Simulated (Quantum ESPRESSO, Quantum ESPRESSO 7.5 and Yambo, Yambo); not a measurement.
## Excitons of TiO2 (Anatase): kernels and approximations

How far does the k mesh set the exciton binding of TiO2 (Anatase)?

Method: PBE and many-body steps on it, plane waves, in Quantum ESPRESSO 7.5 and Yambo 5.3.0.

## 1. Set-up

It takes space group I4_1/amd (No. 141, tetragonal). The conventional cell has a = 3.784 Å, b = 3.784 Å, c = 9.515 Å, α = 90.00°, β = 90.00°, γ = 90.00°. Ti has 6 O at 1.93 to 1.98 Å nearest. O has 3 Ti at 1.93 to 1.98 Å nearest. Farther neighbours and most contacts between anions are not listed.

Structure file:

```cif
data_structure
_symmetry_space_group_name_H-M 'I4_1/amd:1'
_symmetry_Int_Tables_number 141
_cell_length_a 3.7842
_cell_length_b 3.7842
_cell_length_c 9.5146
_cell_angle_alpha 90.000
_cell_angle_beta 90.000
_cell_angle_gamma 90.000
_cell_volume 136.25
loop_
_atom_site_label
_atom_site_type_symbol
_atom_site_symmetry_multiplicity
_atom_site_Wyckoff_symbol
_atom_site_fract_x
_atom_site_fract_y
_atom_site_fract_z
_atom_site_occupancy
Ti1 Ti 4 a 0.00000 0.00000 0.00000 1
O1 O 8 e 0.00000 0.00000 0.20810 1
```

The cell and positions come from the Crystallography Open Database and are kept as given unless a step says otherwise.

## 2. Empty states on the mesh, 4×4×4 mesh, 78 bands

This step: Quantum ESPRESSO 7.5; DFT, PBE, plane waves, norm-conserving pseudopotentials.

The sums over transitions need many empty states on a uniform mesh; this step solves for them.

pw.in

```
&control
  calculation = 'nscf'
  prefix = 'x'
  outdir = 'o'
  pseudo_dir = 'pseudo'
/
&system
  ibrav = 0
  nat = 6
  ntyp = 2
  ecutwfc = 76.0
  nbnd = 78
  force_symmorphic = .true.
/
&electrons
  conv_thr = 1e-9
  electron_maxstep = 80
  diago_full_acc = .true.
  diago_thr_init = 5e-6
/
ATOMIC_SPECIES
  Ti 47.867 Ti.upf
  O 15.999 O.upf
CELL_PARAMETERS angstrom
  -1.8921000000 1.8921000000 4.7573000000
  1.8921000000 -1.8921000000 4.7573000000
  1.8921000000 1.8921000000 -4.7573000000
ATOMIC_POSITIONS crystal
  Ti 0.0000000000 0.0000000000 0.0000000000
  Ti 0.7500000000 0.2500000000 0.5000000000
  O 0.2081000000 0.2081000000 0.0000000000
  O 0.9581000000 0.4581000000 0.5000000000
  O 0.5419000000 0.0419000000 0.5000000000
  O 0.7919000000 0.7919000000 0.0000000000
K_POINTS automatic
  4 4 4 0 0 0
```

Command:

```console
OMP_NUM_THREADS=1 mpirun -n 8 pw.x -nk 4 -in pw.in > pw.out
```

The program printed:

```text
Program PWSCF v.7.5 starts

     This program is part of the open-source Quantum ESPRESSO suite
     for quantum simulation of materials; please cite
         "P. Giannozzi et al., J. Phys.:Condens. Matter 21 395502 (2009);
         "P. Giannozzi et al., J. Phys.:Condens. Matter 29 465901 (2017);
         "P. Giannozzi et al., J. Chem. Phys. 152 154105 (2020);
     in publications or presentations arising from this work. More details at

     Atomic positions and unit cell read from directory:
     o/x.save/

     Message from routine setup:
[...]
k =-0.7212-0.7212 0.0000 (  5150 PWs)   bands (ev):

[...]
37.7118  37.7118  38.5846  38.5846  40.2942  40.2942  40.8240  40.8240
    42.4934  42.4934  43.6158  43.6158  45.1016  45.1016  45.5208  45.5208
    46.8734  46.8734  47.5100  47.5100  48.5639  48.5640

          k = 0.3606 0.0000 0.1434 (  5139 PWs)   bands (ev):

     [... further k-points ...]

     highest occupied, lowest unoccupied level (ev):     7.2976    9.4863

     XML data file, pseudopotentials, collected wavefunctions

=------------------------------------------------------------------------------=
   JOB DONE.
=------------------------------------------------------------------------------=
```

Wall time 13 s (8 MPI ranks of Arm Neoverse V1, shared host); peak memory 0.54 GiB.

Numbers from this step:

- gap: 2.189 eV
- k of the valence top: 0, 0, -0.5
- k of the conduction bottom: 0, 0, 0
- least direct gap: 2.492 eV
- k points computed: 13
- lowest point of the top converged band, above the valence top: 40.82 eV

On this mesh the gap is 2.189 eV.

The density comes from a self-consistent run that is not shown.

## 3. Conversion and set-up

This step: Yambo 5.3.0; conversion and set-up on PBE, plane waves, norm-conserving pseudopotentials.

The states are converted to the many-body program's format and the q mesh is built.

Command:

```console
(cd o/x.save; p2y > p2y.log; mv SAVE ../..); yambo > setup.log
```

The program printed:

```text
 Yambo, version 5.3.0

 [02] CORE Variables Setup
 =========================

  [02.01] Unit cells
  ==================

  Cell kind             :  Unknown
  Atoms in the cell     :  Ti  O
  number of Ti atoms    :  2
  number of O  atoms    :   4

  List of atomic masses
  Mass of Ti    :  47.86700
  Mass of O     :  15.99900

  List of atomic coordinates    : [cc]
  Ti1       :  0.000000  0.000000  0.000000  order 1
  Ti2       :  0.000000  3.575551  4.494997  order 2
  O1       : -0.69697E-16  0.69697E-16   3.7416      order 3
[...]
Q [ 1]         [rlu]:  0.000000  0.000000  0.000000
 Q [ 2]         [rlu]:  0.55297E-17  0.72474E-16  0.25000
 Q [ 3]         [rlu]: -0.74239E-16 -0.81769E-16 -0.50000
[...]
Q [ 8]         [rlu]:  0.250000  0.250000  0.250000
 Q [ 9]         [rlu]:  0.250000  0.250000 -0.250000
 Q [10]         [rlu]:  0.250000  0.500000 -0.500000
 Q [11]         [rlu]:  0.250000 -0.250000  0.250000
 Q [12]         [rlu]:  0.250000  0.750000 -0.500000
 Q [13]         [rlu]:  0.500000  0.500000 -0.500000

  [03.01] X indexes
  =================

   [03.01.01] Sigma indexes
   ========================

 [06] Game Over & Game summary
```

It took 2.5 s on 1 MPI rank; peak memory 0.24 GiB.

## 4. Screening and self-energy, 4×4×4 mesh, 78 bands, screening to 95.2 eV

G0W0 replaces the xc potential by the self-energy, built once from these orbitals. Only a window of levels is corrected, while the sums run over the empty bands that the input names.

This step: G0W0 on PBE, plane waves, norm-conserving pseudopotentials.

gw1.in

```
HF_and_locXC
gw0
dyson
ppa
em1d
rim_cut
RandQpts= 1000000
RandGvec= 1 RL
EXXRLvcs= 76 Ry
VXCRLvcs= 304 Ry
Chimod= "HARTREE"
% BndsRnXp
 1 | 78 |
%
NGsBlkXp= 7 Ry
% LongDrXp
 1 | 1 | 1 |
%
% GbndRnge
 1 | 78 |
%
DysSolver= "n"
ExtendOut
PPAPntXp= 27.21138 eV
% QPkrange
 3 | 3 | 23 | 26 |
 1 | 1 | 23 | 26 |
 9 | 9 | 23 | 26 |
%
```

Command:

```console
OMP_NUM_THREADS=2 mpirun -n 4 yambo -F gw1.in -J gw1 -C gw1 > gw1.log
```

The program printed:

```text
 Yambo, version 5.3.0

 [02] CORE Variables Setup
 =========================

  [... cell, symmetries and grids as in the set-up ...]

  [02.05] Energies & Occupations
  ==============================

  [X] === General ===
  [X] Electronic Temperature                        :  0.000000  0.000000 [eV K]
  [X] Bosonic    Temperature                        :  0.000000  0.000000 [eV K]
  [X] Finite Temperature mode                       : no
  [X] El. density                                   :  0.70458E+24 [cm-3]
[...]
QP @ state[ 2 ] b range                          :  23  26
   QP @ state[ 3 ] K range                          :   9   9
   QP @ state[ 3 ] b range                          :  23  26
   GF energies kind                                 : Perdew, Burke & Ernzerhof(X)+Perdew, Burke & Ernzerhof(C)
   GF WF`s kind                                     : Perdew, Burke & Ernzerhof(X)+Perdew, Burke & Ernzerhof(C)
   Xs energies kind                                 : Perdew, Burke & Ernzerhof(X)+Perdew, Burke & Ernzerhof(C)
   Xs WF`s kind                                     : Perdew, Burke & Ernzerhof(X)+Perdew, Burke & Ernzerhof(C)

 [11] Game Over & Game summary
```

Wall time 2.5 min (4 MPI ranks); peak memory 4.1 GiB.

Numbers from this step:

```
G0W0 gap on the points computed              : 3.720 eV
starting gap on the mesh                     : 2.189 eV
k of the valence top                         : 0, 0, -0.5
k of the conduction bottom                   : 0, 0, 0
least direct G0W0 gap on the computed points : 4.045 eV
```

The gap on the mesh goes from 2.19 eV to 3.72 eV, a correction of +1.53 eV.

The gap opens by 1.531 eV; the next steps shift the empty bands rigidly by 1.553 eV, the correction at the start's least direct gap.

## 5. Empty states on the mesh, 4×4×4 mesh, 39 bands

This step: Quantum ESPRESSO 7.5; DFT, PBE, plane waves, norm-conserving pseudopotentials.

pw.in, as its differences from that of step 2:

```diff
@@ -11,3 +11,3 @@
   ecutwfc = 76.0
-  nbnd = 78
+  nbnd = 39
   force_symmorphic = .true.
```

Command:

```console
OMP_NUM_THREADS=1 mpirun -n 8 pw.x -nk 4 -in pw.in > pw.out
```

The program printed:

```text
[banner, memory and clock lines left out]
Program PWSCF v.7.5 starts

     Atomic positions and unit cell read from directory:
     o/x.save/

     Message from routine setup:
     using ibrav=0 with symmetry is DISCOURAGED, use correct ibrav instead

     bravais-lattice index     =            0
     lattice parameter (alat)  =      10.3145  a.u.
     unit-cell volume          =     459.7326 (a.u.)^3
     number of atoms/cell      =            6
     number of atomic types    =            2
     number of electrons       =        48.00
[...]
k = 0.3606 0.3606 0.0000 (  5174 PWs)   bands (ev):

[...]
14.2437  14.2638  16.8059  20.0527  20.5644  21.0994  22.9276

          k =-0.7212-0.7212 0.0000 (  5150 PWs)   bands (ev):

[...]
3.5525   3.5525   4.6850   4.6850   5.2790   5.2790   7.2976   7.2976
    10.7265  10.7265  11.1943  11.1943  12.2736  12.2736  13.9568  13.9568
    14.8419  14.8419  19.4205  19.4206  20.0300  20.0300  23.5135

          k = 0.3606 0.0000 0.1434 (  5139 PWs)   bands (ev):

     [... further k-points ...]

     highest occupied, lowest unoccupied level (ev):     7.2976    9.4863

     XML data file, pseudopotentials, collected wavefunctions
```

The job ended after 4.4 s (8 MPI ranks; peak memory 0.47 GiB).

Numbers from this step:

| Item | Value |
| --- | --- |
| gap | 2.189 eV |
| k of the valence top | 0, 0, -0.5 |
| k of the conduction bottom | 0, 0, 0 |
| least direct gap | 2.492 eV |
| k points computed | 13 |
| lowest point of the top converged band, above the valence top | 14.81 eV |

On this mesh the gap is 2.189 eV.

## 6. Conversion and set-up

This step: Yambo 5.3.0; conversion and set-up on PBE, plane waves, norm-conserving pseudopotentials.

Command:

```console
(cd o/x.save; p2y > p2y.log; mv SAVE ../..); yambo > setup.log
```

The program printed:

```text
 Yambo, version 5.3.0

 [02] CORE Variables Setup
 =========================

  [02.01] Unit cells
  ==================

  Cell kind             :  Unknown
  Atoms in the cell     :  Ti  O
  number of Ti atoms    :  2
  number of O  atoms    :   4

  List of atomic masses
  Mass of Ti    :  47.86700
  Mass of O     :  15.99900

  List of atomic coordinates    : [cc]
  Ti1       :  0.000000  0.000000  0.000000  order 1
  Ti2       :  0.000000  3.575551  4.494997  order 2
  O1       : -0.69697E-16  0.69697E-16   3.7416      order 3
[...]
Q [ 1]         [rlu]:  0.000000  0.000000  0.000000
 Q [ 2]         [rlu]:  0.55297E-17  0.72474E-16  0.25000
 Q [ 3]         [rlu]: -0.74239E-16 -0.81769E-16 -0.50000
[...]
Q [ 8]         [rlu]:  0.250000  0.250000  0.250000
 Q [ 9]         [rlu]:  0.250000  0.250000 -0.250000
 Q [10]         [rlu]:  0.250000  0.500000 -0.500000
 Q [11]         [rlu]:  0.250000 -0.250000  0.250000
 Q [12]         [rlu]:  0.250000  0.750000 -0.500000
 Q [13]         [rlu]:  0.500000  0.500000 -0.500000

  [03.01] X indexes
  =================

   [03.01.01] Sigma indexes
   ========================

 [06] Game Over & Game summary
```

Run time: 2.4 s. Hardware: 1 MPI rank; peak memory 0.24 GiB.

(Part 1 of 4 ends here.)

[Paths, hosts, dates, memory and timing lines, banners, echoed tables and standing remarks are left out of the program output.]

[Logs are printed without paths, hosts, clocks, repeated set-up lines and the standing remarks that a program may print on its own settings, such as how far it seeks lower states.]

[Runs of the session that timed out or met a known fault of the program may be left out.]

[Hosts, paths, dates, database ids (printed as entryN), source tags and the programs' standing remarks are cut or masked in the printed files.]
